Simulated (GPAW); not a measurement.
# CO2 (P4_2/mnm): one start, several treatments of the self-energy

Wanted: the gap of CO2 (P4_2/mnm) under several approximations, with cost.

Method: LDA and many-body steps on it, plane waves, in GPAW 26.7.0.

## 1. Starting point

The structure is tetragonal, space group P4_2/mnm (No. 136). Conventional cell: a = 4.227 Å, b = 4.227 Å, c = 4.688 Å, α = 90.00°, β = 90.00°, γ = 90.00°. C has 2 O at 1.17 Å nearest. O has 1 C at 1.17 Å nearest. Farther neighbours and most contacts between anions are not listed.

Coordinates:

```xyz
6
Lattice="4.2272 0.0000 0.0000 0.0000 4.2272 0.0000 0.0000 0.0000 4.6878" Properties=species:S:1:pos:R:3 pbc="T T T"
C     2.1136    2.1136    2.3439
C     0.0000    0.0000    0.0000
O     1.2886    2.9386    2.3439
O     2.9386    1.2886    2.3439
O     0.8250    0.8250    0.0000
O     3.4022    3.4022    0.0000
```

The cell and positions are those that the Materials Project relaxed with its own functionals (PBE, PBE+U or r2SCAN), kept fixed.

## 2. Empty states on the mesh, 2×2×2 mesh, 291 bands

This step: GPAW 26.7.0; DFT, LDA, plane waves, PAW.

The sums over transitions need many empty states on a uniform mesh; this step solves for them.

File run.py:

```python
import json
import numpy as np
from gpaw.mpi import world
from gpaw import GPAW

calc = GPAW('gs.gpw').fixed_density(kpts={'size': (2, 2, 2), 'gamma': True},
    parallel={'domain': 1, 'band': 1},
    txt='nscf.txt')
calc.diagonalize_full_hamiltonian(nbands=291)
calc.write('full.gpw', mode='all')
res = {}
kpts = calc.get_ibz_k_points()
res['kpts'] = kpts
res['eigenvalues'] = [calc.get_eigenvalues(kpt=k) for k in range(len(kpts))]
res['n_electrons'] = calc.get_number_of_electrons()

if world.rank == 0:
    with open('result.json', 'w') as f:
        json.dump(res, f, default=lambda x: x.tolist())
```

On the command line:

```bash
> mpirun -n 4 gpaw python run.py
```

Numbers of over 12 decimals in the logs are rounded to 6 here.

What it wrote:

```text
Diagonalizing LCAO Hamiltonian
Converting LCAO to pw mode
convergence criteria:
- Maximum integral of absolute [eigenst]ate change: 4e-08 eV^2 / valence electron
maximum number of iterations: 100

SCF iterations
|iter     |     time |      energy | eigst |  dens |
|iter:   1|  |             | +0.97 |       |
|iter:   2|  |             | -0.66 |       |
|iter:   3|  |             | -1.75 |       |
[...]
|iter:   8|  |             | -6.05 |       |
|iter:   9|  |             | -6.93 |       |
|iter:  10|  |             | -7.70c|       |
SCF steps: 10
  __  _  _
 | _ |_)|_||  |
 |__||  | ||/\| - 26.7.0

Input parameters:
  mode=PW(ecut=600.0),
  convergence={'density': 1e-06, 'bands': -3},
  gpts=array([24, 24, 27]),
  kpts=MonkhorstPack(size=(2, 2, 2), gamma=True),
  maxiter=100,
  nbands=25,
  occupations=Occupations(name='fermi-dirac', width=0.001, fixmagmom=False),
  parallel={'domain': 1, 'band': 1},
  xc=XC(name='LDA')
Matrix size: 2815x2815
# Writing to full.gpw (mode='all')
  [... matrices ...]

timing:  # [seconds]
  Total: 39.440  # ━━━━━━━━━━━━━━━━━━━━━━━━━━━━━━━━━━━━━━━━━━━━━━━━━━━━━━━━━━
```

The job ended after 44 s (4 MPI ranks of Arm Neoverse V2, shared host; peak memory 2.6 GiB; 2.9 min of CPU time).

This step gave:

* gap: 6.295 eV
* k of the valence top: 0.5, 0.5, 0.5
* k of the conduction bottom: 0, 0, 0
* least direct gap: 6.787 eV
* k points computed: 6
* lowest point of the top converged band, above the valence top: 123.3537 eV

On this mesh the gap is 6.295 eV.

## 3. G0W0, Godby-Needs plasmon pole

G0W0 replaces the xc potential by the self-energy, built once from these orbitals. Only a window of levels is corrected, while the sums run over the empty bands that the input names.

This step: G0W0 on LDA, plane waves, PAW.

File run.py:

```python
import json
import numpy as np
from gpaw.mpi import world
from gpaw.response.g0w0 import G0W0

gw = G0W0('full.gpw',
    filename='gw',
    kpts=[0, 5],
    bands=(14, 18),
    ecut=78,
    nbands=131,
    integrate_gamma='WS',
    ppa=True)
gw.calculate()
res = {mode: {k: v for k, v in r.items() if k != 'sigma_eskwn'}
       for mode, r in gw.all_results.items()}

if world.rank == 0:
    with open('result.json', 'w') as f:
        json.dump(res, f, default=lambda x: x.tolist())
```

On the command line:

```bash
> mpirun -n 4 gpaw python run.py
```

What it wrote:

```text
Using integrator: PointIntegrator
FrequencyGridDescriptor(from 0.000+0.000j to 0.000+27.211j eV, 2 points)
Nonperiodic BCs:  [False False False]
Using integrator: PointIntegrator
FrequencyGridDescriptor(from 0.000+0.000j to 0.000+27.211j eV, 2 points)
Nonperiodic BCs:  [False False False]
  ___  _ _ _
 |   || | | |
 | | || | | |
 |__ ||_____|
 |___|

BZ k-points: Symmetries present (total): 8

  [... matrices ...]
8 k-points: 2 x 2 x 2 Monkhorst-Pack grid + [1/4,1/4,1/4]
6 k-points in the irreducible part of the Brillouin zone
       k-points in crystal coordinates                weights
   0:     0.00000000    0.00000000    0.00000000          1/8
   1:     0.00000000    0.00000000    0.50000000          1/8
   2:     0.50000000    0.00000000    0.00000000          2/8
   3:     0.50000000    0.00000000    0.50000000          2/8
   4:     0.50000000    0.50000000    0.00000000          1/8
   5:     0.50000000    0.50000000    0.50000000          1/8

Distributing spins, k-points and bands (1 x 2 x 4) over 4 processes
Number of blocks: 1

Quasi particle states:
k-points (IBZ indices): [0, 5]
Band range: (14, 18)
  [... matrices ...]
Computational parameters:
Plane wave cut-off: 78 eV
Number of bands: 131
Coulomb cutoff: None
Broadening: 0.1 eV

fxc modes: GW
Kernel: RPA
Using Godby-Needs plasmon-pole approximation:
  Fitting energy: i*E0, E0 = 1.000 Hartree
Summing all q:

Calculating screened Coulomb potential
No Coulomb truncation
FrequencyGridDescriptor(from 0.000+0.000j to 0.000+27.211j eV, 2 points)
Removing empty qpoint cache files...

Calculating chi0 body with:
    Ground state adapter containing:
    Number of spins: 1
    Number of kpoints: 8
    Number of irreducible kpoints: 6
    Number of completely occupied states: 16
    Number of partially occupied states: 16
    Occupied states memory: 3.796875 M / cpu

    Linear response parametrization:
    q_c: [0.0, 0.0, 0.0]
    Number of frequency points: 2
    Planewave cutoff: 78.0
    Number of bands: 131
    Number of planewaves: 131
    Broadening (eta): 1e-06
    comm.size: 4
    kncomm.size: 4
    blockcomm.size: 1

    Memory estimate of potentially large arrays:
        chi0_wGG: 0.523712 M / cpu
Integrating chi0 body.

Symmetries of q_c:
    Direct symmetries (Uq -> q): 8
    Indirect symmetries (TUq -> q): 0
In total 8 allowed symmetries.

  [... matrices ...]
6 groups of equivalent kpoints. 25.0% reduction.

Integral kind: response function
Integrating chi0 head and wings.

Symmetries of q_c:
    Direct symmetries (Uq -> q): 8
    Indirect symmetries (TUq -> q): 0
In total 8 allowed symmetries.

  [... matrices ...]
6 groups of equivalent kpoints. 25.0% reduction.

Integral kind: response function wings

Calculating chi0 body with:
    Ground state adapter containing:
    Number of spins: 1
    Number of kpoints: 8
    Number of irreducible kpoints: 6
    Number of completely occupied states: 16
    Number of partially occupied states: 16
    Occupied states memory: 3.796875 M / cpu

    Linear response parametrization:
[... the further q-points ...]

Results:
f:      Occupation numbers
eps:     KS-eigenvalues [eV]
vxc:     KS vxc [eV]
exx:     Exact exchange [eV]
sigma:   Self-energies [eV]
dsigma:  Self-energy derivatives
Z:       Renormalization factors
qp:      QP-energies [eV]

k-point 0 (0): (0.000, 0.000, 0.000)                GW
band       f     eps     vxc     exx   sigma  dsigma       Z      qp
                                                                   GW
  14   1.000  -3.074 -20.457 -25.670   3.071  -0.203   0.831  -4.855
  15   1.000  -3.074 -20.456 -25.670   3.072  -0.203   0.831  -4.854
  16   0.000   3.713 -11.530  -6.367  -2.948  -0.129   0.886   5.675
  17   0.000   4.783 -17.402 -11.012  -2.228  -0.172   0.854   8.336

k-point 1 (5): (0.500, 0.500, 0.500)                GW
band       f     eps     vxc     exx   sigma  dsigma       Z      qp
                                                                   GW
  14   1.000  -2.581 -21.178 -26.269   3.062  -0.204   0.831  -4.267
  15   1.000  -2.581 -21.178 -26.269   3.060  -0.204   0.831  -4.268
  16   0.000   4.982 -16.541 -10.129  -2.464  -0.165   0.858   8.369
  17   0.000   4.982 -16.541 -10.129  -2.460  -0.165   0.858   8.373
```

Wall time 11 s (4 MPI ranks); peak memory 1.1 GiB; 44 s of CPU time.

Numbers from this step:

* G0W0 gap on the points computed: 9.942 eV
* least direct G0W0 gap on the computed points: 10.53 eV
* Z at the valence top: 0.8306
* Z at the conduction bottom: 0.8859
* starting gap on the mesh: 6.295 eV
* k of the valence top: 0.5, 0.5, 0.5
* k of the conduction bottom: 0, 0, 0

The gap on the mesh goes from 6.29 eV to 9.94 eV, a correction of +3.65 eV.

## 4. One-shot HSE06

This step: one-shot HSE06 levels on LDA orbitals, plane waves, PAW.

File run.py:

```python
import json
import numpy as np
from gpaw.mpi import world
from gpaw.hybrids.eigenvalues import non_self_consistent_eigenvalues

dft, vxc, vxc_hyb = non_self_consistent_eigenvalues('full.gpw', 'HSE06', 14, 18, kpt_indices=[0, 5])
res = {'dft': dft[0], 'hybrid': (dft - vxc + vxc_hyb)[0]}
if world.rank == 0:
    with open('hybrid.txt', 'w') as f:
        for k, e0, e1 in zip([0, 5], res['dft'], res['hybrid']):
            print(k, ' '.join(f'{x:9.4f}' for x in e0), '|', ' '.join(f'{x:9.4f}' for x in e1), file=f)

if world.rank == 0:
    with open('result.json', 'w') as f:
        json.dump(res, f, default=lambda x: x.tolist())
```

On the command line:

```bash
> mpirun -n 4 gpaw python run.py
```

What it wrote:

```text
IBZ(<points: 6, symmetries: 8>)
Occupied bands: 16
Transforming wave functions from IBZ to BZ: 0.006 seconds
Distributing wave functions and iFFT-ing to real space: 0.017 seconds
Calculating eigenvalues:
  k-points: 2
  Bands: 14-17 (inclusive)
  Seconds: 0.162 (wave-function broadcasting: 0.010 seconds)
HSE06-eigenvalue shifts:
  min: -1.186 eV
  ave: -0.053 eV
  max: 1.115 eV
```

It took 2.4 s on 4 MPI ranks; peak memory 0.69 GiB.

Numbers from this step:

| Quantity | Value |
| --- | --- |
| starting gap on the mesh | 6.295 eV |
| hybrid gap on the mesh | 8.488 eV |
| least direct hybrid gap on the computed points | 8.982 eV |

## 5. G0W0, extrapolated in the cutoff

This step: G0W0 on LDA, plane waves, PAW.

File run.py:

```python
import json
import numpy as np
from gpaw.mpi import world
from gpaw.response.g0w0 import G0W0

gw = G0W0('full.gpw',
    filename='gw',
    kpts=[0, 5],
    bands=(14, 18),
    ecut=130.0,
    integrate_gamma='WS',
    ppa=True,
    ecut_extrapolation=True)
gw.calculate()
res = {mode: {k: v for k, v in r.items() if k != 'sigma_eskwn'}
       for mode, r in gw.all_results.items()}

if world.rank == 0:
    with open('result.json', 'w') as f:
        json.dump(res, f, default=lambda x: x.tolist())
```

On the command line:

```bash
> mpirun -n 4 gpaw python run.py
```

What it wrote:

```text
Using integrator: PointIntegrator
FrequencyGridDescriptor(from 0.000+0.000j to 0.000+27.211j eV, 2 points)
Nonperiodic BCs:  [False False False]
Using integrator: PointIntegrator
FrequencyGridDescriptor(from 0.000+0.000j to 0.000+27.211j eV, 2 points)
Nonperiodic BCs:  [False False False]
  ___  _ _ _
 |   || | | |
 | | || | | |
 |__ ||_____|
 |___|

BZ k-points: Symmetries present (total): 8

  [... matrices ...]
8 k-points: 2 x 2 x 2 Monkhorst-Pack grid + [1/4,1/4,1/4]
6 k-points in the irreducible part of the Brillouin zone
       k-points in crystal coordinates                weights
   0:     0.00000000    0.00000000    0.00000000          1/8
   1:     0.00000000    0.00000000    0.50000000          1/8
   2:     0.50000000    0.00000000    0.00000000          2/8
   3:     0.50000000    0.00000000    0.50000000          2/8
   4:     0.50000000    0.50000000    0.00000000          1/8
   5:     0.50000000    0.50000000    0.50000000          1/8

Distributing spins, k-points and bands (1 x 2 x 4) over 4 processes
Number of blocks: 1

Quasi particle states:
k-points (IBZ indices): [0, 5]
Band range: (14, 18)
  [... matrices ...]
Computational parameters:
Extrapolating to infinite plane wave cut-off using points at:
  112.031 eV
  120.183 eV
  130.000 eV
Number of bands: 281
Coulomb cutoff: None
Broadening: 0.1 eV

fxc modes: GW
Kernel: RPA
Using Godby-Needs plasmon-pole approximation:
  Fitting energy: i*E0, E0 = 1.000 Hartree
Summing all q:

Calculating screened Coulomb potential
No Coulomb truncation
FrequencyGridDescriptor(from 0.000+0.000j to 0.000+27.211j eV, 2 points)
Removing empty qpoint cache files...

Calculating chi0 body with:
    Ground state adapter containing:
    Number of spins: 1
    Number of kpoints: 8
    Number of irreducible kpoints: 6
[...]
comm.size: 4
    kncomm.size: 4
    blockcomm.size: 1

    Memory estimate of potentially large arrays:
        chi0_wGG: 2.341583 M / cpu
Integrating chi0 body.

Symmetries of q_c:
    Direct symmetries (Uq -> q): 8
    Indirect symmetries (TUq -> q): 0
In total 8 allowed symmetries.

  [... matrices ...]
6 groups of equivalent kpoints. 25.0% reduction.

Integral kind: response function
Integrating chi0 head and wings.

Symmetries of q_c:
    Direct symmetries (Uq -> q): 8
    Indirect symmetries (TUq -> q): 0
In total 8 allowed symmetries.

  [... matrices ...]
6 groups of equivalent kpoints. 25.0% reduction.

Integral kind: response function wings

Calculating chi0 body with:
    Ground state adapter containing:
    Number of spins: 1
    Number of kpoints: 8
    Number of irreducible kpoints: 6
    Number of completely occupied states: 16
    Number of partially occupied states: 16
    Occupied states memory: 3.796875 M / cpu

    Linear response parametrization:
[... the further q-points ...]
Extrapolating selfenergy to infinite energy cutoff:
  Performing linear fit to 3 points
  Minimum R^2 = 0.9485. (R^2 Should be close to 1)
  [... matrices ...]
Results:
f:      Occupation numbers
eps:     KS-eigenvalues [eV]
vxc:     KS vxc [eV]
exx:     Exact exchange [eV]
sigma:   Self-energies [eV]
dsigma:  Self-energy derivatives
Z:       Renormalization factors
qp:      QP-energies [eV]

k-point 0 (0): (0.000, 0.000, 0.000)                GW
band       f     eps     vxc     exx   sigma  dsigma       Z      qp
                                                                   GW
  14   1.000  -3.074 -20.457 -25.670   2.513  -0.222   0.819  -5.285
  15   1.000  -3.074 -20.456 -25.670   2.515  -0.222   0.818  -5.282
  16   0.000   3.713 -11.530  -6.367  -3.081  -0.138   0.879   5.543
[...]
k-point 1 (5): (0.500, 0.500, 0.500)                GW
band       f     eps     vxc     exx   sigma  dsigma       Z      qp
                                                                   GW
[...]
16   0.000   4.982 -16.541 -10.129  -3.156  -0.181   0.847   7.739
  17   0.000   4.982 -16.541 -10.129  -3.155  -0.181   0.846   7.739
```

Elapsed: 49 s, on 4 MPI ranks; peak memory 1.4 GiB.

This step gave:

```
quasiparticle gap on the points computed              : 10.29 eV
least direct quasiparticle gap on the computed points : 10.83 eV
Z at the valence top                                  : 0.8149
Z at the conduction bottom                            : 0.8791
starting gap on the mesh                              : 6.295 eV
k of the valence top                                  : 0.5, 0.5, 0.5
k of the conduction bottom                            : 0, 0, 0
gaps at the cutoffs of the extrapolation              : 10.05, 10.07, 10.10 eV
```

Against G0W0 in GPAW (2×2×2 mesh, 131 bands, screening to 78 eV, Godby-Needs plasmon pole), the gap moves by +0.346 eV.

## 6. One-shot PBE0

This step: one-shot PBE0 levels on LDA orbitals, plane waves, PAW.

File run.py:

```python
import json
import numpy as np
from gpaw.mpi import world
from gpaw.hybrids.eigenvalues import non_self_consistent_eigenvalues

dft, vxc, vxc_hyb = non_self_consistent_eigenvalues('full.gpw', 'PBE0', 14, 18, kpt_indices=[0, 5])
res = {'dft': dft[0], 'hybrid': (dft - vxc + vxc_hyb)[0]}
if world.rank == 0:
    with open('hybrid.txt', 'w') as f:
        for k, e0, e1 in zip([0, 5], res['dft'], res['hybrid']):
            print(k, ' '.join(f'{x:9.4f}' for x in e0), '|', ' '.join(f'{x:9.4f}' for x in e1), file=f)

if world.rank == 0:
    with open('result.json', 'w') as f:
        json.dump(res, f, default=lambda x: x.tolist())
```

On the command line:

```bash
> mpirun -n 4 gpaw python run.py
```

What it wrote:

```text
IBZ(<points: 6, symmetries: 8>)
Occupied bands: 16
Transforming wave functions from IBZ to BZ: 0.006 seconds
Distributing wave functions and iFFT-ing to real space: 0.017 seconds
Calculating eigenvalues:
  k-points: 2
  Bands: 14-17 (inclusive)
  Seconds: 0.193 (wave-function broadcasting: 0.010 seconds)
HSE06-eigenvalue shifts:
  min: -1.546 eV
  ave: -0.032 eV
  max: 1.523 eV
```

The job ended after 2.4 s (4 MPI ranks; peak memory 0.72 GiB).

This step gave:

```yaml
starting_gap_on_the_mesh: 6.295 eV
hybrid_gap_on_the_mesh: 9.215 eV
least_direct_hybrid_gap_on_the_computed_points: 9.715 eV
```

## 7. G0W0, full frequency, Hilbert transform

This step: G0W0 on LDA, plane waves, PAW.

File run.py:

```python
import json
import numpy as np
from gpaw.mpi import world
from gpaw.response.g0w0 import G0W0

gw = G0W0('full.gpw',
    filename='gw',
    kpts=[0, 5],
    bands=(14, 18),
    ecut=78,
    nbands=131,
    integrate_gamma='WS',
    frequencies={'type': 'nonlinear', 'domega0': 0.1, 'omega2': 15.0},
    eta=0.1,
    nblocksmax=True)
gw.calculate()
res = {mode: {k: v for k, v in r.items() if k != 'sigma_eskwn'}
       for mode, r in gw.all_results.items()}

if world.rank == 0:
    with open('result.json', 'w') as f:
        json.dump(res, f, default=lambda x: x.tolist())
```

On the command line:

```bash
> mpirun -n 4 gpaw python run.py
```

What it wrote:

```text
Using integrator: PointIntegrator
NonLinearFrequencyDescriptor(from 0.000 to 92.189 eV, 261 points)
Nonperiodic BCs:  [False False False]
Using integrator: PointIntegrator
NonLinearFrequencyDescriptor(from 0.000 to 92.189 eV, 261 points)
Nonperiodic BCs:  [False False False]
  ___  _ _ _
 |   || | | |
 | | || | | |
 |__ ||_____|
 |___|

BZ k-points: Symmetries present (total): 8

  [... matrices ...]
8 k-points: 2 x 2 x 2 Monkhorst-Pack grid + [1/4,1/4,1/4]
6 k-points in the irreducible part of the Brillouin zone
       k-points in crystal coordinates                weights
[...]
GW
  14   1.000  -3.074 -20.457 -25.670   3.045  -0.191   0.839  -4.894
  15   1.000  -3.074 -20.456 -25.670   3.046  -0.191   0.840  -4.894
  16   0.000   3.713 -11.530  -6.367  -2.930  -0.132   0.883   5.686
[...]
k-point 1 (5): (0.500, 0.500, 0.500)                GW
band       f     eps     vxc     exx   sigma  dsigma       Z      qp
                                                                   GW
[...]
16   0.000   4.982 -16.541 -10.129  -2.488  -0.193   0.838   8.271
  17   0.000   4.982 -16.541 -10.129  -2.485  -0.192   0.839   8.275
```

Elapsed: 31 s, on 4 MPI ranks; peak memory 1.3 GiB.

This step gave:

| Item | Value |
| --- | --- |
| G0W0 gap on the points computed | 9.945 eV |
| least direct G0W0 gap on the computed points | 10.58 eV |
| starting gap on the mesh | 6.295 eV |
| k of the valence top | 0.5, 0.5, 0.5 |
| k of the conduction bottom | 0, 0, 0 |

Against G0W0 in GPAW (2×2×2 mesh, 131 bands, screening to 78 eV, Godby-Needs plasmon pole), the gap moves by +0.003 eV.

## 8. Side by side

Times are wall times on 4 MPI ranks of Arm Neoverse V2, shared host, good to a factor of about two.

| run | mesh | bands | screening cutoff (eV) | DFT gap (eV) | gap on the mesh (eV) | direct (eV) | time |
| --- | --- | --- | --- | --- | --- | --- | --- |
| G0W0, Godby-Needs plasmon pole | 2×2×2 | 131 | 78 | 6.295 | 9.942 | 10.529 | 11 s |
| one-shot HSE06 | 2×2×2 | - | - | 6.295 | 8.488 | 8.982 | 2.4 s |
| G0W0, extrapolated in the cutoff | 2×2×2 | - | 130 | 6.295 | 10.288 | 10.825 | 49 s |
| one-shot PBE0 | 2×2×2 | - | - | 6.295 | 9.215 | 9.715 | 2.4 s |
| G0W0, full frequency, Hilbert transform | 2×2×2 | 131 | 78 | 6.295 | 9.945 | 10.580 | 31 s |

## 9. Results

| Item | Value |
| --- | --- |
| G0W0, Godby-Needs plasmon pole | 9.942 eV |
| one-shot HSE06 | 8.488 eV |
| G0W0, extrapolated in the cutoff | 10.288 eV |
| one-shot PBE0 | 9.215 eV |
| G0W0, full frequency, Hilbert transform | 9.945 eV |
| known limits | not at the basis limit; coarse k mesh |

In words: One-shot HSE06: −1.454 eV against G0W0, Godby-Needs plasmon pole. G0W0, extrapolated in the cutoff: +0.346 eV against G0W0, Godby-Needs plasmon pole, at other bands or cutoff, so not like for like. One-shot PBE0: −0.726 eV against G0W0, Godby-Needs plasmon pole. G0W0, full frequency, Hilbert transform: +0.003 eV against G0W0, Godby-Needs plasmon pole. One-shot hybrid levels are evaluated on the LDA orbitals. Bands and cutoff are finite, so the gap is not at the basis limit. The miss can reach some tenths of an eV and take either sign; the mesh is an error of its own. These stock PAW sets were not made for GW. In the G0W0 runs levels were corrected at 2 k points alone, so a gap called «on the mesh» is the least over those, and an edge elsewhere would be missed. The 2×2×2 mesh is coarse for this cell, which bears on the long-range parts of exchange and screening. Mesh or cutoff lie under what a gap needs, so these runs test behaviour and cost; their gaps are not to be quoted.

[Paths, hosts, dates, memory and timing lines, banners, echoed tables and standing remarks are left out of the program output.]

[Logs are printed without paths, hosts, clocks, repeated set-up lines and the standing remarks that a program may print on its own settings, such as how far it seeks lower states.]

[Runs of the session that timed out or met a known fault of the program may be left out.]

[Hosts, paths, dates, database ids (printed as entryN), source tags and the programs' standing remarks are cut or masked in the printed files.]
